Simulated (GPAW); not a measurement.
# Na/Ir(110): work function by functional and basis

Wanted: work functions and dipole of Na/Ir(110), with the cost of each level.

Method: GPAW, PAW setups; slab in vacuum, relaxation, in the first sound run; inputs show where later runs differ, in GPAW 26.7.0.

## (1) Set-up

The cell holds 6 atoms: 5 Ir and 1 Na. Cell: a = 3.840 Å, b = 2.715 Å, c = 23.635 Å, α = 90.0°, β = 90.0°, γ = 90.0°. Vacuum lies along c.

Coordinates:

```
Ir Na
1.0
     3.84000    0.00000    0.00000
     0.00000    2.71529    0.00000
     0.00000    0.00000   23.63543
Ir Na
5 1
Direct
  0.00000 0.00000 0.33847
  0.50000 0.50000 0.39592
  0.00000 0.00000 0.45336
  0.50000 0.50000 0.51080
  0.00000 0.00000 0.56824
  0.50000 0.50000 0.66153
```

## (2) Relaxing the atoms

Forces are removed first; all later runs use this geometry. The lowest 3 atoms are held at bulk positions and keep their forces.

run.py

```python
import json
import numpy as np
from ase import Atoms
from ase.constraints import FixAtoms
from ase.optimize import BFGS
from gpaw import GPAW, PW

slab = Atoms(
    ['Ir', 'Ir', 'Ir', 'Ir', 'Ir', 'Na'],
    positions=[
        [0.00000, 0.00000, 8.00000],
        [1.92000, 1.35765, 9.35765],
        [0.00000, 0.00000, 10.71529],
        [1.92000, 1.35765, 12.07294],
        [0.00000, 0.00000, 13.43058],
        [1.92000, 1.35765, 15.63543]],
    cell=[[3.84, 0.0, 0.0], [0.0, 2.71529, 0.0], [0.0, 0.0, 23.63543]],
    pbc=[True, True, False])

slab.calc = GPAW(mode=PW(400), xc='PBE', kpts={'size': (8, 12, 1), 'gamma': True},
                 occupations={'name': 'fermi-dirac', 'width': 0.1}, nbands='160%',
                 convergence={'density': 1e-05}, maxiter=200,
                 poissonsolver={'dipolelayer': 'xy'},
                 symmetry={'tolerance': 1e-3, 'extra_ids': [1, 1, 1, 0, 0, 0]}, txt='slab.txt')
result = {}
slab.set_constraint(FixAtoms([0, 1, 2]))
path = []
opt = BFGS(slab, maxstep=0.2)
opt.attach(lambda: path.append((slab.get_potential_energy(), slab.positions.tolist(), slab.get_forces().tolist())))
result['relaxed'] = bool(opt.run(fmax=0.03, steps=40))
result['path'] = path
energy = slab.get_potential_energy()
fermi = slab.calc.get_fermi_level()
v = slab.calc.get_electrostatic_potential().mean((0, 1)) - fermi
n = slab.calc.get_pseudo_density().mean((0, 1))
L = slab.cell[2, 2]
z = np.arange(len(v)) * L / len(v)
low, high = slab.positions[:, 2].min(), slab.positions[:, 2].max()
below, above = np.interp([low - 5.8, high + 5.8], z, v)
slopes = [np.interp(x, z, np.gradient(v, z)) for x in (low - 5.8, high + 5.8)]
eps = np.array([[slab.calc.get_eigenvalues(k, s) for k in range(len(slab.calc.get_ibz_k_points()))]
                for s in range(slab.calc.get_number_of_spins())]) - fermi
top, bottom = eps[eps < 0].max(), eps[eps > 0].min()
dipole = slab.get_dipole_moment()[2]
print(f'energy {energy:.4f} eV, Fermi level {fermi:.4f} eV, dipole {dipole:.5f} e A')
print(f'potential 5.8 A off the faces, from the Fermi level: lower {below:.4f} eV, upper {above:.4f} eV')
print(f'slope of the potential there: lower {slopes[0]:.5f}, upper {slopes[1]:.5f} eV/A')
print(f'nearest levels on the mesh: {top:.4f} and {bottom:.4f} eV')
print('magnetic moment', round(slab.get_magnetic_moment(), 3))
result.update(energy=energy, fermi=fermi, dipole=dipole, below=below, above=above, slopes=slopes, edges=[top, bottom],
              z=z.tolist(), v=v.tolist(), n=n.tolist(), positions=slab.positions.tolist(),
              forces=slab.get_forces(apply_constraint=False).tolist(), moments=slab.get_magnetic_moments().tolist())
json.dump(result, open('result.json', 'w'))
```

Run with:

```bash
> OMP_NUM_THREADS=1 OPENBLAS_NUM_THREADS=1 python run.py
```

What it wrote:

```text
Step          Energy          fmax
BFGS:    0      -45.024723        1.233684
BFGS:    1      -45.053480        1.027291
BFGS:    2      -45.128358        0.480481
BFGS:    3      -45.134589        0.461288
BFGS:    4      -45.169058        0.357674
BFGS:    5      -45.174096        0.292460
BFGS:    6      -45.178128        0.269241
BFGS:    7      -45.181249        0.338515
BFGS:    8      -45.189934        0.401667
BFGS:    9      -45.196645        0.290324
BFGS:   10      -45.200058        0.067384
BFGS:   11      -45.200334        0.008335
energy -45.0816 eV, Fermi level 2.0044 eV, dipole 0.15132 e A
potential 5.8 A off the faces, from the Fermi level: lower 5.0942 eV, upper 2.4651 eV
slope of the potential there: lower -0.00013, upper 0.00101 eV/A
nearest levels on the mesh: -0.0021 and 0.0021 eV
magnetic moment 0.0
```

Run time: 52 min. Hardware: 1 thread of Arm Neoverse V2, shared host; peak memory 0.39 GiB.

Relaxation path:

| step | energy less that of the first step (eV) | largest force (eV/Å) |
| --- | --- | --- |
| 1 | 0.0000 | 1.2337 |
| 2 | -0.0293 | 1.0273 |
| 3 | -0.1065 | 0.4805 |
| 4 | -0.1128 | 0.4613 |
| 5 | -0.1477 | 0.3577 |
| 6 | -0.1525 | 0.2925 |
| 7 | -0.1562 | 0.2692 |
| 8 | -0.1593 | 0.3385 |
| 9 | -0.1686 | 0.4017 |
| 10 | -0.1765 | 0.2903 |
| 11 | -0.1810 | 0.0674 |
| 12 | -0.1813 | 0.0083 |

The atoms that moved most (Å):

| atom | dx | dy | dz | length |
| --- | --- | --- | --- | --- |
| Na6 | 0.000 | 0.000 | -0.323 | 0.323 |
| Ir4 | 0.000 | 0.000 | 0.099 | 0.099 |
| Ir5 | 0.000 | 0.000 | -0.047 | 0.047 |

Final coordinates:

```cif
data_structure
_symmetry_space_group_name_H-M 'P 1'
_symmetry_Int_Tables_number 1
_cell_length_a 3.8400
_cell_length_b 2.7153
_cell_length_c 23.6354
_cell_angle_alpha 90.000
_cell_angle_beta 90.000
_cell_angle_gamma 90.000
_cell_volume 246.44
loop_
_atom_site_label
_atom_site_type_symbol
_atom_site_fract_x
_atom_site_fract_y
_atom_site_fract_z
_atom_site_occupancy
Ir1 Ir 0.00000 0.00000 0.33847 1
Ir2 Ir 0.50000 0.50000 0.39592 1
Ir3 Ir 0.00000 0.00000 0.45336 1
Ir4 Ir 0.50000 0.50000 0.51501 1
Ir5 Ir 0.00000 0.00000 0.56624 1
Na6 Na 0.50000 0.50000 0.64786 1
```

Numbers from this step:

```yaml
dipole_along_the_normal: 0.1513 e·Å
levels_nearest_the_fermi_level_on_the_mesh: -0.002138, 0.002111 eV from the Fermi level
upper_work_function: 2.465 eV
lower_work_function: 5.094 eV
```

The electrostatic potential energy of an electron (without an applied field's), less the Fermi level, planar mean oscillates, so the rows of the table below give means over windows of 1 Å about each position, cut where the curve ends. Its maxima inside the range that stand out by 2 % of the span (Å: eV): 2.4: 5.09, 8.7: -10.2, 10.0: -10.7, 11.4: -8.91, 12.8: -13.5, 14.6: -0.0302. Its minima: 8.0: -17.7, 9.4: -18.9, 10.7: -18.6, 12.2: -19.2, 13.3: -18.4, 15.3: -3.86.

The electrostatic potential energy of an electron (without an applied field's), less the Fermi level, planar mean by z; means over each step:

| z (Å) | electrostatic potential energy of an electron (without an applied field's), less the Fermi level, planar mean (eV) |
| --- | --- |
| 0 | 4.60 |
| 1 | 5.09 |
| 2 | 5.09 |
| 3 | 5.09 |
| 4 | 5.09 |
| 5 | 5.07 |
| 6 | 4.78 |
| 7 | 0.612 |
| 8 | -14.2 |
| 9 | -14.4 |
| 10 | -13.5 |
| 11 | -14.3 |
| 12 | -15.5 |
| 13 | -15.9 |
| 14 | -6.56 |
| 15 | -2.14 |
| 16 | -0.914 |
| 17 | 1.71 |
| 18 | 2.32 |
| 19 | 2.44 |
| 20 | 2.46 |
| 21 | 2.46 |
| 22 | 2.47 |
| 23 | 2.57 |

The pseudo valence density, planar mean by z:

z (Å), pseudo valence density, planar mean (e/Å³) and a bar:
```
     0.00       0.00 
     0.63       0.00 
     1.27       0.00 
     1.90       0.00 
     2.53       0.00 
     3.17       0.00 
     3.80       0.00 
     4.43       0.00 
     5.06       0.00 
     5.70       0.00 
     6.33       0.02 
     6.96       0.13 ###
     7.60       0.74 ###############
     8.23       1.21 #########################
     8.86       0.78 ################
     9.50       1.39 ############################
    10.13       0.71 ##############
    10.76       1.48 ##############################
    11.40       0.61 ############
    12.03       1.39 ############################
    12.66       0.88 ##################
    13.29       1.46 ##############################
    13.93       0.53 ###########
    14.56       0.16 ###
    15.19       0.78 ################
    15.83       0.18 ####
    16.46       0.02 
    17.09       0.01 
    17.73       0.00 
    18.36       0.00 
    18.99       0.00 
    19.63       0.00 
    20.26       0.00 
    20.89       0.00 
    21.53       0.00 
    22.16       0.00 
    22.79       0.00 
    23.42       0.00
```

The relaxation lowered the energy of the cell by 0.181 eV (energies extrapolated to zero smearing; the optimiser's log prints free energies). The largest force left on a free atom is 0.0083 eV/Å.

## (3) Plane waves, PBE

With the geometry fixed, the planar mean of the potential gives the vacuum level on each side.

This step: GPAW, PAW setups; slab in vacuum (GPAW 26.7.0).

run.py: that of step 2 with these lines changed.

```diff
@@ -3,4 +3,2 @@
 from ase import Atoms
-from ase.constraints import FixAtoms
-from ase.optimize import BFGS
 from gpaw import GPAW, PW
@@ -13,5 +11,5 @@
         [0.00000, 0.00000, 10.71529],
-        [1.92000, 1.35765, 12.07294],
-        [0.00000, 0.00000, 13.43058],
-        [1.92000, 1.35765, 15.63543]],
+        [1.92000, 1.35765, 12.17238],
+        [0.00000, 0.00000, 13.38333],
+        [1.92000, 1.35765, 15.31251]],
     cell=[[3.84, 0.0, 0.0], [0.0, 2.71529, 0.0], [0.0, 0.0, 23.63543]],
@@ -23,10 +21,4 @@
                  poissonsolver={'dipolelayer': 'xy'},
-                 symmetry={'tolerance': 1e-3, 'extra_ids': [1, 1, 1, 0, 0, 0]}, txt='slab.txt')
+                 symmetry={'tolerance': 1e-3}, txt='slab.txt')
 result = {}
-slab.set_constraint(FixAtoms([0, 1, 2]))
-path = []
-opt = BFGS(slab, maxstep=0.2)
-opt.attach(lambda: path.append((slab.get_potential_energy(), slab.positions.tolist(), slab.get_forces().tolist())))
-result['relaxed'] = bool(opt.run(fmax=0.03, steps=40))
-result['path'] = path
 energy = slab.get_potential_energy()
```

What it wrote:

```text
energy -45.0816 eV, Fermi level 2.0045 eV, dipole 0.15155 e A
potential 5.8 A off the faces, from the Fermi level: lower 5.0944 eV, upper 2.4647 eV
slope of the potential there: lower -0.00015, upper 0.00104 eV/A
nearest levels on the mesh: -0.0021 and 0.0021 eV
magnetic moment 0.0
```

It took 5.9 min on 1 thread; peak memory 0.38 GiB.

Numbers from this step:

```
dipole along the normal                    : 0.1516 e·Å
levels nearest the Fermi level on the mesh : -0.002137, 0.002120 eV from the Fermi level
```

The electrostatic potential energy of an electron (without an applied field's), less the Fermi level, planar mean oscillates, so the rows of the table below give means over windows of 0.5 Å about each position, cut where the curve ends. Its maxima inside the range that stand out by 2 % of the span (Å: eV): 2.22: 5.09, 8.65: -10.2, 10.02: -10.7, 11.40: -8.91, 12.77: -13.5, 14.56: -0.0303. Its minima: 8.02: -17.7, 9.39: -18.9, 10.66: -18.6, 12.24: -19.2, 13.29: -18.4, 15.30: -3.86.

Table of electrostatic potential energy of an electron (without an applied field's), less the Fermi level, planar mean by z; means over each step:

| z (Å) | electrostatic potential energy of an electron (without an applied field's), less the Fermi level, planar mean (eV) |
| --- | --- |
| 0.0 | 4.26 |
| 0.5 | 5.02 |
| 1.0 | 5.09 |
| 1.5 | 5.09 |
| 2.0 | 5.09 |
| 2.5 | 5.09 |
| 3.0 | 5.09 |
| 3.5 | 5.09 |
| 4.0 | 5.09 |
| 4.5 | 5.09 |
| 5.0 | 5.07 |
| 5.5 | 5.02 |
| 6.0 | 4.84 |
| 6.5 | 4.14 |
| 7.0 | 1.39 |
| 7.5 | -7.42 |
| 8.0 | -16.5 |
| 8.5 | -12.0 |
| 9.0 | -14.2 |
| 9.5 | -17.3 |
| 10.0 | -11.7 |
| 10.5 | -16.3 |
| 11.0 | -14.8 |
| 11.5 | -9.94 |
| 12.0 | -16.8 |
| 12.5 | -16.2 |
| 13.0 | -15.4 |
| 13.5 | -16.3 |
| 14.0 | -5.63 |
| 14.5 | -0.370 |
| 15.0 | -2.27 |
| 15.5 | -3.29 |
| 16.0 | -0.755 |
| 16.5 | 0.962 |
| 17.0 | 1.76 |
| 17.5 | 2.15 |
| 18.0 | 2.33 |
| 18.5 | 2.41 |
| 19.0 | 2.44 |
| 19.5 | 2.45 |
| 20.0 | 2.46 |
| 20.5 | 2.46 |
| 21.0 | 2.46 |
| 21.5 | 2.46 |
| 22.0 | 2.46 |
| 22.5 | 2.47 |
| 23.0 | 2.47 |
| 23.5 | 2.91 |

The pseudo valence density, planar mean oscillates, so the rows of the table below give means over windows of 1 Å about each position, cut where the curve ends. Its maxima inside the range that stand out by 2 % of the span (Å: e/Å³): 8.0: 1.46, 9.3: 1.47, 10.8: 1.48, 12.2: 1.50, 13.3: 1.46, 15.4: 0.796. Its minima: 8.7: 0.693, 10.1: 0.709, 11.4: 0.612, 12.9: 0.868, 14.6: 0.164.

Pseudo valence density, planar mean against z; means over each step:

| z (Å) | pseudo valence density, planar mean (e/Å³) |
| --- | --- |
| 4 | 6.8e-5 |
| 5 | 8.9e-4 |
| 6 | 0.0127 |
| 7 | 0.205 |
| 8 | 1.09 |
| 9 | 1.06 |
| 10 | 0.939 |
| 11 | 1.05 |
| 12 | 1.13 |
| 13 | 1.13 |
| 14 | 0.575 |
| 15 | 0.479 |
| 16 | 0.185 |
| 17 | 0.00949 |
| 18 | 0.00227 |
| 19 | 4.5e-4 |
| 20 | 8.0e-5 |

Force by atom:

```
atom  x (eV/Å)  y (eV/Å)  z (eV/Å)  size
 Ir1      0.00      0.00      1.44  1.44
 Ir2      0.00      0.00     -1.02  1.02
 Ir3      0.00      0.00     -0.44  0.44
 Ir4      0.00      0.00      0.01  0.01
 Ir5      0.00      0.00      0.00  0.00
 Na6      0.00      0.00      0.00  0.00
```

The potential is flat to 0.001 eV/Å where it is read, so the vacuum is wide enough.

## (4) Self-consistent run: xc = "vdW-DF2"

The same geometry under vdW-DF2, to see how far the functional moves the levels against the vacuum (the van der Waals functionals take revPBE setups).

run.py: that of step 3 with these lines changed.

```diff
@@ -17,3 +17,3 @@
 
-slab.calc = GPAW(mode=PW(400), xc='PBE', kpts={'size': (8, 12, 1), 'gamma': True},
+slab.calc = GPAW(mode=PW(400), xc='vdW-DF2', kpts={'size': (8, 12, 1), 'gamma': True},
                  occupations={'name': 'fermi-dirac', 'width': 0.1}, nbands='160%',
```

What it wrote:

```text
energy -839.4731 eV, Fermi level 1.9161 eV, dipole 0.15459 e A
potential 5.8 A off the faces, from the Fermi level: lower 5.4311 eV, upper 2.7484 eV
slope of the potential there: lower -0.00023, upper 0.00176 eV/A
nearest levels on the mesh: -0.0236 and 0.0046 eV
magnetic moment 0.0
```

Elapsed: 6.3 min, on 1 thread; peak memory 0.53 GiB.

Numbers from this step:

- dipole along the normal: 0.1546 e·Å
- levels nearest the Fermi level on the mesh: -0.02363, 0.004577 eV from the Fermi level
- upper work function: 2.748 eV
- lower work function: 5.431 eV

The electrostatic potential energy of an electron (without an applied field's), less the Fermi level, planar mean oscillates, so the rows of the table below give means over windows of 1 Å about each position, cut where the curve ends. Its maxima inside the range that stand out by 2 % of the span (Å: eV): 2.0: 5.43, 8.7: -10.5, 10.0: -11.0, 11.4: -9.22, 12.8: -13.8, 14.6: -0.231. Its minima: 8.0: -17.9, 9.4: -19.2, 10.7: -18.9, 12.2: -19.5, 13.3: -18.7, 15.3: -3.91.

The electrostatic potential energy of an electron (without an applied field's), less the Fermi level, planar mean by z; means over each step:

| z (Å) | electrostatic potential energy of an electron (without an applied field's), less the Fermi level, planar mean (eV) |
| --- | --- |
| 0 | 4.93 |
| 1 | 5.43 |
| 2 | 5.43 |
| 3 | 5.43 |
| 4 | 5.43 |
| 5 | 5.40 |
| 6 | 5.03 |
| 7 | 0.628 |
| 8 | -14.4 |
| 9 | -14.7 |
| 10 | -13.8 |
| 11 | -14.6 |
| 12 | -15.8 |
| 13 | -16.1 |
| 14 | -6.80 |
| 15 | -2.25 |
| 16 | -0.845 |
| 17 | 1.89 |
| 18 | 2.56 |
| 19 | 2.71 |
| 20 | 2.74 |
| 21 | 2.75 |
| 22 | 2.75 |
| 23 | 2.86 |

The pseudo valence density, planar mean oscillates, so the rows of the table below give means over windows of 1 Å about each position, cut where the curve ends. Its maxima inside the range that stand out by 2 % of the span (Å: e/Å³): 8.0: 1.46, 9.3: 1.47, 10.8: 1.48, 12.2: 1.50, 13.3: 1.46, 15.4: 0.796. Its minima: 8.7: 0.692, 10.1: 0.709, 11.4: 0.612, 12.9: 0.869, 14.6: 0.163.

The pseudo valence density, planar mean by z; means over each step:

z (Å), pseudo valence density, planar mean (e/Å³) and a bar:
```
        4       0.00 
        5       0.00 
        6       0.01 
        7       0.20 #####
        8       1.09 #############################
        9       1.06 ############################
       10       0.94 #########################
       11       1.05 ############################
       12       1.13 ##############################
       13       1.13 ##############################
       14       0.57 ###############
       15       0.48 #############
       16       0.19 #####
       17       0.01 
       18       0.00 
       19       0.00 
       20       0.00
```

Force by atom:

```
atom  x (eV/Å)  y (eV/Å)  z (eV/Å)  size
 Ir1      0.00      0.00     -0.26  0.26
 Ir2      0.00      0.00     -1.47  1.47
 Ir3      0.00      0.00     -0.42  0.42
 Ir4      0.00      0.00      0.32  0.32
 Ir5      0.00      0.00      1.62  1.62
 Na6      0.00      0.00      0.22  0.22
```

The upper face's work function is 2.748 eV, against 2.465 eV in the first plane-wave PBE run at this geometry.

## (5) Self-consistent run: xc = "RPBE"

The same geometry under RPBE, to see how far the functional moves the levels against the vacuum.

run.py: that of step 4 with these lines changed.

```diff
@@ -17,3 +17,3 @@
 
-slab.calc = GPAW(mode=PW(400), xc='vdW-DF2', kpts={'size': (8, 12, 1), 'gamma': True},
+slab.calc = GPAW(mode=PW(400), xc='RPBE', kpts={'size': (8, 12, 1), 'gamma': True},
                  occupations={'name': 'fermi-dirac', 'width': 0.1}, nbands='160%',
```

What it wrote:

```text
energy -42.0154 eV, Fermi level 2.1115 eV, dipole 0.14708 e A
potential 5.8 A off the faces, from the Fermi level: lower 4.9394 eV, upper 2.3872 eV
slope of the potential there: lower -0.00016, upper 0.00128 eV/A
nearest levels on the mesh: -0.0008 and 0.0031 eV
magnetic moment 0.0
```

Elapsed: 5.9 min, on 1 thread; peak memory 0.38 GiB.

Numbers from this step:

```
dipole along the normal                    : 0.1471 e·Å
levels nearest the Fermi level on the mesh : -7.75e-4, 0.003127 eV from the Fermi level
upper work function                        : 2.387 eV
lower work function                        : 4.939 eV
```

The upper face's work function is 2.387 eV, against 2.465 eV in the first plane-wave PBE run at this geometry.

## (6) OptPBE vdW: xc = "optPBE-vdW"

The same geometry under optPBE-vdW, to see how far the functional moves the levels against the vacuum (the van der Waals functionals take revPBE setups).

run.py: that of step 5 with these lines changed.

```diff
@@ -17,3 +17,3 @@
 
-slab.calc = GPAW(mode=PW(400), xc='RPBE', kpts={'size': (8, 12, 1), 'gamma': True},
+slab.calc = GPAW(mode=PW(400), xc='optPBE-vdW', kpts={'size': (8, 12, 1), 'gamma': True},
                  occupations={'name': 'fermi-dirac', 'width': 0.1}, nbands='160%',
```

What it wrote:

```text
energy -131.6065 eV, Fermi level 1.8988 eV, dipole 0.15303 e A
potential 5.8 A off the faces, from the Fermi level: lower 5.2841 eV, upper 2.6284 eV
slope of the potential there: lower -0.00019, upper 0.00192 eV/A
nearest levels on the mesh: -0.0009 and 0.0054 eV
magnetic moment 0.0
```

Elapsed: 6.8 min, on 1 thread; peak memory 0.53 GiB.

This step gave:

| Item | Value |
| --- | --- |
| dipole along the normal | 0.1530 e·Å |
| levels nearest the Fermi level on the mesh | -8.60e-4, 0.005358 eV from the Fermi level |
| upper work function | 2.628 eV |
| lower work function | 5.284 eV |

The upper face's work function is 2.628 eV, against 2.465 eV in the first plane-wave PBE run at this geometry.

(Part 1 of 2 ends here.)

[Logs are printed without paths, hosts, clocks, repeated set-up lines and the standing remarks that a program may print on its own settings, such as how far it seeks lower states.]

[Hosts, paths, dates, database ids (printed as entryN), source tags and the programs' standing remarks are cut or masked in the printed files.]
